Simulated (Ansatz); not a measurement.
# BePd3C (built on the sites of a database entry of CaPd3C): following an unstable mode, part 2 of 2

Aim: this structure of BePd3C (built on the sites of a database entry of CaPd3C) is to be tested for unstable modes, and one is followed downhill.

Ansatz 0.2.0; DFT PBEsol, scalar-relativistic, plane waves, PAW.

So far, highest frequency on the path or at a solved wavevector (cm⁻¹): step 2 (response at finite wavevector) 710. Also lowest frequency on the path (cm⁻¹): step 2 -132.

The structure was built from a prototype and need not be the compound's stable phase.

### Step 3. The mode frozen in, largest atomic shift 0 Å

The mode followed lies at q = (0, 0, -0.5) with frequency 127.9i cm⁻¹ and is 2-fold degenerate, the softest among the wavevectors solved. At small amplitude the distorted cell has space group no. 51 by a symmetry search on the positions. The undistorted cell that holds it gives the zero of energy on the same k mesh.

System of this step: BePd3C (built on the sites of a database entry of CaPd3C). Symmetry: Pm-3m, No. 221, cubic system. The conventional cell has a = 4.016 Å, b = 4.016 Å, c = 4.016 Å, α = 90.00°, β = 90.00°, γ = 90.00°. Nearest to Be lie 12 Pd at 2.84 Å. Nearest to Pd lie 2 C at 2.01 Å and 8 Pd at 2.84 Å and 4 Be at 2.84 Å. Nearest to Pd lie 2 C at 2.01 Å and 4 Be at 2.84 Å and 8 Pd at 2.84 Å. C has 6 Pd at 2.01 Å nearest. Farther neighbours are not listed.

Input file input.yaml:

```yaml
crystal:
  lattice:
    - [4.0156977755, 0.0, 0.0]
    - [0.0, 4.0156977755, 0.0]
    - [0.0, 0.0, 8.031395551]
  atoms:
    - { symbol: Be, position: [0.0, 0.0, 0.0] }
    - { symbol: Be, position: [0.0, 0.0, 0.5] }
    - { symbol: Pd, position: [0.0, 0.5, 0.25] }
    - { symbol: Pd, position: [0.0, 0.5, 0.75] }
    - { symbol: Pd, position: [0.5, 0.5, 0.0] }
    - { symbol: Pd, position: [0.5, 0.5, 0.5] }
    - { symbol: Pd, position: [0.5, 0.0, 0.25] }
    - { symbol: Pd, position: [0.5, 0.0, 0.75] }
    - { symbol: C, position: [0.5, 0.5, 0.25] }
    - { symbol: C, position: [0.5, 0.5, 0.75] }
kpoints:
  mp_grid: { grid: [10, 10, 6] }
hamiltonian:
  xc: pbesol
scf:
  occupations: { method: methfessel_paxton, width: 0.2 }
output:
  forces: true
  stress: true
  eigenvalues: true
```

Launch:

```
ansatz run input.yaml --threads 4 --pin off --max-ram 14336MiB --backend cpu --events-out ev --progress --plain --runs-dir out
```

Numbers of over 12 decimals in the logs are rounded to 6 here.

What it wrote:

```text
[...]
Crystal: 10 atoms, lattice volume = 129.513 Å³
Basis set: ecut = 420 eV, 2547 PW (Γ), exchange–correlation on 54×54×108 points (8 copies of the dense FFT grid, shifted against one another)
Bands: 72, of which v1, the nominal top of the filled ones, is band 60 counted from 1 (59 counted from 0)
Symmetry: 32 space group operations
[...]
k-points: 84 of 600
[...]
k-point 0: bands = [... 56 lower, 14.8201, 14.8213, 14.8229, 14.9249, 16.0630, 16.0630, 18.3444, 18.3448, ... 8 higher]
  k-point 1: bands = [... 56 lower, 14.8228, 14.8810, 14.9160, 14.9160, 15.9886, 15.9886, 18.2709, 18.4374, ... 8 higher]
  k-point 2: bands = [... 56 lower, 14.8217, 14.8225, 15.1667, 15.1667, 15.7813, 15.7813, 18.2473, 18.6878, ... 8 higher]
  k-point 83: bands = [... 56 lower, 15.1088, 15.1088, 15.6606, 15.6606, 15.6606, 15.6606, 17.6969, 17.6969, ... 8 higher]
[key lines of the parts left out:]
SCF converged after 6 iterations
Free energy (F): -42111.715229 eV
Fermi energy:    15.936496 eV
P = ⅓ Tr σ = -0.0119 GPa (-0.119 kbar)
```

Elapsed: 12 s, on 4 threads of Arm Neoverse V1, shared host; peak memory 0.84 GiB; 45 s of CPU time.

This step gave:

- pressure: -0.01195 GPa
- energy from the undistorted cell: 0 meV/atom

The run ends at a pressure of -0.01 GPa.

### Step 4. The mode frozen in, largest atomic shift 0.32 Å

The atoms are moved along the unstable eigenvector, the largest shift by 0.32 Å, with the cell fixed.

input.yaml, the sections that differ from step 3:

```yaml
crystal:
  lattice:
    - [4.0156977755, 0.0, 0.0]
    - [0.0, 4.0156977755, 0.0]
    - [0.0, 0.0, 8.031395551]
  atoms:
    - { symbol: Be, position: [-0.0796872718, 0.0, 0.0] }
    - { symbol: Be, position: [0.0796872718, 0.0, 0.5] }
    - { symbol: Pd, position: [0.0, 0.5, 0.25] }
    - { symbol: Pd, position: [0.0, 0.5, 0.75] }
    - { symbol: Pd, position: [0.5468582148, 0.5, 0.0] }
    - { symbol: Pd, position: [0.4531417852, 0.5, 0.5] }
    - { symbol: Pd, position: [0.5, 0.0, 0.25] }
    - { symbol: Pd, position: [0.5, 0.0, 0.75] }
    - { symbol: C, position: [0.5, 0.5, 0.25] }
    - { symbol: C, position: [0.5, 0.5, 0.75] }
# kpoints, hamiltonian, scf, output: as in step 3
```

What it wrote:

```text
[...]
Crystal: 10 atoms, lattice volume = 129.513 Å³
Basis set: ecut = 420 eV, 2547 PW (Γ), exchange–correlation on 54×54×108 points (8 copies of the dense FFT grid, shifted against one another)
Bands: 72, of which v1, the nominal top of the filled ones, is band 60 counted from 1 (59 counted from 0)
Symmetry: 8 space group operations
[...]
k-points: 144 of 600
[...]
k-point 0: bands = [... 56 lower, 14.7801, 14.7949, 14.8028, 14.8380, 15.7997, 15.9441, 18.4751, 18.4869, ... 8 higher]
  k-point 1: bands = [... 56 lower, 14.7856, 14.7950, 14.8338, 14.8792, 15.7366, 15.8731, 18.4097, 18.5221, ... 8 higher]
  k-point 2: bands = [... 56 lower, 14.7951, 14.7952, 15.0747, 15.1108, 15.5782, 15.6743, 18.3630, 18.5713, ... 8 higher]
  k-point 143: bands = [... 56 lower, 15.1162, 15.1162, 15.6661, 15.6661, 15.6831, 15.6831, 17.6358, 17.6358, ... 8 higher]
[key lines of the parts left out:]
SCF converged after 7 iterations
Free energy (F): -42111.835510 eV
Fermi energy:    15.934770 eV
P = ⅓ Tr σ = 1.7066 GPa (17.066 kbar)
```

Wall time 21 s (4 threads); peak memory 1.1 GiB; 83 s of CPU time.

Numbers from this step:

- pressure: 1.707 GPa
- energy from the undistorted cell: -12.23 meV/atom

The energy, extrapolated to zero smearing, is -12.23 meV/atom against the undistorted cell.

The run ends at a pressure of 1.71 GPa, with forces up to 0.15 eV/Å.

### Step 5. Energy along the mode, all amplitudes (two of the runs are shown above)

An imaginary frequency means negative curvature, so the energy should fall and then rise again as anharmonic terms take over.

Numbers from this step:

- depth at the lowest point sampled: 12.23 meV/atom
- largest atomic shift at that point: 0.32 Å

Energy from the parent against largest atomic shift:

```
largest atomic shift (Å)  energy from the parent (meV/atom)
                   0.000                                  0
                   0.040                             -0.453
                   0.080                              -1.69
                   0.140                              -4.47
                   0.220                              -8.70
                   0.320                              -12.2
                   0.450                              -7.42
                   0.600                               22.4
```

Displacement at unit largest shift by atom:

```
atom  x (Å)  y (Å)  z (Å)  size
 Be1  -1.00   0.00   0.00  1.00
 Be2   1.00   0.00   0.00  1.00
 Pd3   0.00   0.00   0.00  0.00
 Pd4   0.00   0.00   0.00  0.00
 Pd5   0.59   0.00   0.00  0.59
 Pd6  -0.59   0.00   0.00  0.59
 Pd7   0.00   0.00   0.00  0.00
 Pd8   0.00   0.00   0.00  0.00
  C9   0.00   0.00   0.00  0.00
 C10   0.00   0.00   0.00  0.00
```

The lowest of the steps tried is at 0.32 Å, 12.2 meV/atom below the parent; the bottom of the well need not coincide with a step.

### Step 6. Relaxing from the distorted cell

Starting from the lowest point found, all atoms and the cell are let go, so that strain and other modes of the same symmetry can join in.

input.yaml, as its differences from that of step 4:

```diff
@@ -26 +26,6 @@
   eigenvalues: true
+relax:
+  adjacent_minimum: "off"
+  f_tol: 0.002
+  max_steps: 120
+  cell: { stress_tol: 0.03 }
```

What it wrote:

```text
[...]
Crystal: 10 atoms, lattice volume = 129.513 Å³
Basis set: ecut = 420 eV, 2547 PW (Γ), exchange–correlation on 54×54×108 points (8 copies of the dense FFT grid, shifted against one another)
Bands: 72, of which v1, the nominal top of the filled ones, is band 60 counted from 1 (59 counted from 0)
Symmetry: 8 space group operations
[...]
k-points: 144 of 600
[...]
SCF iter   1: F=—  HF=-42111.856153 eV  |F-HF|=—  |Δ(HF+E_count)|=         —  Δρ=8.53e-3  dr2=7.43e-2  ethr=1.77e-3  ⟨swp⟩=5.1  Hψ=37581  notcnv=0
[...]
SCF iter   7: F=-42111.835510 eV  HF=-42111.835510 eV  |F-HF|=1.15e-8  |Δ(HF+E_count)|=   8.80e-8  S|Δr|=    0.00e0  Δρ=4.45e-6  dr2=2.49e-8  ethr=8.33e-11  ⟨swp⟩=8.5  Hψ=40050  notcnv=0
SCF 1 converged in 7 iterations: F = -42111.835510 eV  dr2 = 2.49e-8
[...]
relax step   1: F+E_penalty+E_count = -42111.83551023 eV  Δ(F+E_penalty+E_count) = +0.000e0 eV  max|allowed force component| = 1.493e-1 eV/Å  Δτ_max = 0.0000 Å  P = +1.707 GPa  Ω = 129.513 Å³  (7 SCF iters, dr2 threshold 1.00e-7 eV, accepted)
Crystal: 10 atoms, lattice volume = 130.709 Å³
Basis set: ecut = 420 eV, 2583 PW (Γ), exchange–correlation on 54×54×108 points (8 copies of the dense FFT grid, shifted against one another)
[...]
SCF iter   6: F=-42111.847560 eV  HF=-42111.847560 eV  |F-HF|=8.39e-8  |Δ(HF+E_count)|=   5.03e-7  S|Δr|=    0.00e0  Δρ=1.02e-5  dr2=1.40e-7  ethr=8.33e-10  ⟨swp⟩=4.1  Hψ=32869  notcnv=0
SCF 2 converged in 6 iterations: F = -42111.847560 eV  dr2 = 1.40e-7
relax step   2: F+E_penalty+E_count = -42111.84755999 eV  Δ(F+E_penalty+E_count) = -1.205e-2 eV  max|allowed force component| = 7.514e-2 eV/Å  Δτ_max = 0.0215 Å  P = -0.073 GPa  Ω = 130.709 Å³  energy of the carried Pulay correction = -9.820e-4 eV  (6 SCF iters, dr2 threshold 1.00e-6 eV, accepted)
Crystal: 10 atoms, lattice volume = 130.771 Å³
Basis set: ecut = 420 eV, 2575 PW (Γ), exchange–correlation on 54×54×108 points (8 copies of the dense FFT grid, shifted against one another)
[...]
SCF iter   5: F=-42111.849850 eV  HF=-42111.849850 eV  |F-HF|=3.52e-7  |Δ(HF+E_count)|=   7.11e-7  S|Δr|=    0.00e0  Δρ=1.49e-5  dr2=5.66e-7  ethr=5.22e-10  ⟨swp⟩=5.2  Hψ=39332  notcnv=0
SCF 3 converged in 5 iterations: F = -42111.849850 eV  dr2 = 5.66e-7
relax step   3: F+E_penalty+E_count = -42111.84985009 eV  Δ(F+E_penalty+E_count) = -2.290e-3 eV  max|allowed force component| = 1.939e-2 eV/Å  Δτ_max = 0.0160 Å  P = -0.080 GPa  Ω = 130.771 Å³  energy of the carried Pulay correction = -1.032e-3 eV  (5 SCF iters, dr2 threshold 6.26e-7 eV, accepted)
[...]
relax step   4: F+E_penalty+E_count = -42111.85042123 eV  Δ(F+E_penalty+E_count) = -5.711e-4 eV  max|allowed force component| = 1.000e-2 eV/Å  Δτ_max = 0.0086 Å  P = -0.044 GPa  Ω = 130.807 Å³  energy of the carried Pulay correction = -1.062e-3 eV  (5 SCF iters, dr2 threshold 1.61e-7 eV, accepted)
[...]
relax step   5: F+E_penalty+E_count = -42111.85030451 eV  Δ(F+E_penalty+E_count) = +1.167e-4 eV  max|allowed force component| = 2.895e-2 eV/Å  Δτ_max = 0.0153 Å  P = +0.059 GPa  Ω = 130.801 Å³  energy of the carried Pulay correction = -1.056e-3 eV  (6 SCF iters, dr2 threshold 2.90e-8 eV, rejected (line search))
[...]
relax step   6: F+E_penalty+E_count = -42111.85051797 eV  Δ(F+E_penalty+E_count) = -9.674e-5 eV  max|allowed force component| = 1.005e-3 eV/Å  Δτ_max = 0.0075 Å  P = +0.002 GPa  Ω = 130.818 Å³  energy of the carried Pulay correction = -1.070e-3 eV  (8 SCF iters, accepted)
Basis set: ecut = 420 eV, 2571 PW (Γ), exchange–correlation on 60×54×108 points (8 copies of the dense FFT grid, shifted against one another)
[...]
SCF iter   5: F=-42111.851662 eV  HF=-42111.851662 eV  |F-HF|=0.00e0  |Δ(HF+E_count)|=  7.28e-12  S|Δr|=    0.00e0  Δρ=7.60e-8  dr2=1.09e-11  ethr=1.00e-12  ⟨swp⟩=4.0  Hψ=31835  notcnv=0
SCF 7 converged in 5 iterations: F = -42111.851662 eV  dr2 = 1.09e-11
relax step   7: F+E_penalty+E_count = -42111.85166159 eV  Δ(F+E_penalty+E_count) = -1.144e-3 eV  max|allowed force component| = 9.979e-4 eV/Å  Δτ_max = 0.0000 Å  P = +0.007 GPa  Ω = 130.818 Å³  stress off target by 1.40e-2 GPa  SCF on the basis re-selected at this cell (its energy is not comparable with the rows above)  (5 SCF iters)
basis re-selected at this cell: Δ(F+E_penalty+E_count) = -1.144e-3 eV, ΔP = +0.005 GPa vs the last step (what re-selecting the basis moved, of the pressure what is left beyond the Pulay correction that the steps carried, after the strain that the cell walked since its last selection, with what the two solves' SCF thresholds leave and, on support functions, any second-order correction that the steps lacked; it is no measure of the basis error at this ecutwfc). The dense FFT grid was sized anew with the basis: this SCF ran on 30×27×54 points, the steps before it on 27×27×54, so part of this shift can come from that change (see relax.cell in the input reference). [rest of the remark cut]
SCF converged after 5 iterations
[...]
Free energy (F): -42111.851662 eV
[...]
Internal energy: -42111.848623 eV  (E = F + TS)
E sigma→0 (E₀):  -42111.850902 eV
Entropy (-TS):   -0.003039 eV (-0.304 meV/atom)
Fermi energy:    15.709377 eV
[...]
--- Forces (eV/Å), atoms counted from 1 ---
  atom   1  Be    -0.00099790    -0.00000000     0.00000000
  atom   2  Be     0.00099790     0.00000000     0.00000000
  atom   3  Pd    -0.00000000     0.00000000     0.00000000
  atom   4  Pd    -0.00000000     0.00000000     0.00000000
  atom   5  Pd     0.00099116    -0.00000000     0.00000000
  atom   6  Pd    -0.00099116     0.00000000     0.00000000
  atom   7  Pd     0.00000000    -0.00000000    -0.00000000
  atom   8  Pd     0.00000000    -0.00000000     0.00000000
  atom   9  C     -0.00000000     0.00000000     0.00000000
  atom  10  C     -0.00000000     0.00000000    -0.00000000
  max |Σ_I F_I| component: 1.59e-28 eV/Å
--- Stress (GPa, compression-positive) ---
        0.009703       0.000000      -0.000000
        0.000000      -0.002961      -0.000000
       -0.000000      -0.000000       0.013994
  P = ⅓ Tr σ = 0.0069 GPa (0.069 kbar)
--- Band table (eV; the first three rows and the last of 144) ---
  k-point 0: bands = [... 56 lower, 14.5727, 14.5752, 14.5812, 14.6093, 15.5335, 15.7408, 18.2084, 18.3697, ... 8 higher]
  k-point 1: bands = [... 56 lower, 14.5614, 14.5728, 14.6124, 14.6747, 15.4707, 15.6694, 18.2524, 18.2745, ... 8 higher]
  k-point 2: bands = [... 56 lower, 14.5728, 14.5731, 14.8596, 14.8993, 15.3219, 15.4689, 18.1948, 18.3092, ... 8 higher]
  k-point 143: bands = [... 56 lower, 14.8994, 14.8994, 15.4466, 15.4466, 15.4544, 15.4544, 17.3836, 17.3836, ... 8 higher]
--- Relaxed structure (6 steps of the walk, 5 accepted, 1 SCFs on fresh bases) ---
  F+E_penalty+E_count = -42111.85166159 eV   max|allowed force component| = 9.979e-4 eV/Å   (the final SCF, on the basis selected at the relaxed cell)
  cell:  # Å, volume = 130.8178 Å³
    - [4.053663, 0.0, 0.0]
    - [0.0, 4.025050, 0.0]
    - [0.0, 0.0, 8.017662]
  atoms:
    - { symbol: Be, position: [-0.080853, 0.0, 0] }
    - { symbol: Be, position: [0.080853, 0.0, 0.5] }
    - { symbol: Pd, position: [0, 0.500000, 0.25] }
    - { symbol: Pd, position: [0, 0.500000, 0.75] }
    - { symbol: Pd, position: [0.556430, 0.500000, 0] }
    - { symbol: Pd, position: [0.443570, 0.500000, 0.5] }
    - { symbol: Pd, position: [0.5, 0.0, 0.25] }
    - { symbol: Pd, position: [0.5, 0, 0.75] }
    - { symbol: C, position: [0.5, 0.500000, 0.25] }
    - { symbol: C, position: [0.5, 0.500000, 0.75] }
```

The job ended after 2.8 min (4 threads; peak memory 1.2 GiB).

Step by step:

```
step  energy less that of the first step (eV)  largest force component (eV/Å)  pressure (GPa)  volume (Å³)
   1                                   0.0000                          0.1493            1.71       129.51
   2                                  -0.0121                          0.0751           -0.07       130.71
   3                                  -0.0143                          0.0194           -0.08       130.77
   4                                  -0.0149                          0.0100           -0.04       130.81
   5                                  -0.0148                          0.0289            0.06       130.80
   6                                  -0.0150                          0.0010            0.00       130.82
  7*                                  -0.0162                          0.0010            0.01       130.82
```

Relaxation steps marked * repeat the geometry before them on a plane-wave basis chosen anew for their cell, so energy and pressure can jump there. Relaxation step 5 was tried and not accepted.

Forces are held to the 8 operations that the run works with; a distortion that breaks them can't arise in this run.

```
     cell as run  before  after  change
           a (Å)   4.016  4.054  +0.9 %
           b (Å)   4.016  4.025  +0.2 %
           c (Å)   8.031  8.018  -0.2 %
volume (Å³/atom)   12.95  13.08  +1.0 %
```

The atoms that moved most (Å, as changes of fractional coordinates times the final cell):

```
atom      dx     dy     dz  length
 Pd6  -0.039  0.000  0.000   0.039
 Pd5   0.039  0.000  0.000   0.039
```

The relaxed structure:

```cif
data_structure
_symmetry_space_group_name_H-M 'P 1'
_symmetry_Int_Tables_number 1
_cell_length_a 4.0537
_cell_length_b 4.0251
_cell_length_c 8.0177
_cell_angle_alpha 90.000
_cell_angle_beta 90.000
_cell_angle_gamma 90.000
_cell_volume 130.82
loop_
_atom_site_label
_atom_site_type_symbol
_atom_site_fract_x
_atom_site_fract_y
_atom_site_fract_z
_atom_site_occupancy
Be1 Be 0.91915 0.00000 0.00000 1
Be2 Be 0.08085 0.00000 0.50000 1
Pd3 Pd 0.00000 0.50000 0.25000 1
Pd4 Pd 0.00000 0.50000 0.75000 1
Pd5 Pd 0.55643 0.50000 0.00000 1
Pd6 Pd 0.44357 0.50000 0.50000 1
Pd7 Pd 0.50000 0.00000 0.25000 1
Pd8 Pd 0.50000 0.00000 0.75000 1
C9 C 0.50000 0.50000 0.25000 1
C10 C 0.50000 0.50000 0.75000 1
```

This step gave:

| Quantity | Value |
| --- | --- |
| pressure | 0.006912 GPa |
| volume per atom | 13.08 Å³ |

The distorted start has space group Pmma; the relaxation ends in Pmma.

### Step 7. Summary of results

```
unstable mode of the parent                                                      : q = (0, 0, -0.5), 128i cm⁻¹
depth at the lowest point sampled                                                : 12.2 meV/atom
largest atomic shift at that point                                               : 0.32 Å
space group reached (within 0.01 Å)                                              : Pmma
energy gained over the parent (first relaxation, on the mesh of the frozen mode) : 13.9 meV/atom
volume per atom, phase reached                                                   : 13.1 Å³
```

In words: Along this mode the structure falls into Pmma, 13.9 meV/atom below the parent. At the parent's cell the well is 12.23 meV/atom deep on the steps tried, with its lowest point at a shift of 0.32 Å. Relaxing atoms and cell changes the gain by +1.63 meV/atom against the lowest step (energies at zero smearing). The modes of the phase reached were not computed on this path. Of the 6 patterns followed to their end from this parent, this one ends 0.585 meV/atom above the lowest, P2_1/m. Another end point lies within 1 meV/atom; how such a difference moves with mesh and cutoff was not tested. Each path keeps the symmetry of its pattern, so a lower phase may lie along a pattern not tried. With no gap, or one that is small against the smearing, the frequencies hang on the k mesh and the smearing, most of all near Kohn anomalies. A phonon run warned that its eigensolver left some bands unconverged in a pass. The starting cell was built on a prototype and not taken from a measurement, so the phase need not exist.

[Logs are printed without paths, hosts, clocks, repeated set-up lines and the standing remarks that a program may print on its own settings, such as how far it seeks lower states.]

[Hosts, paths, dates, database ids (printed as entryN), source tags and the programs' standing remarks are cut or masked in the printed files.]
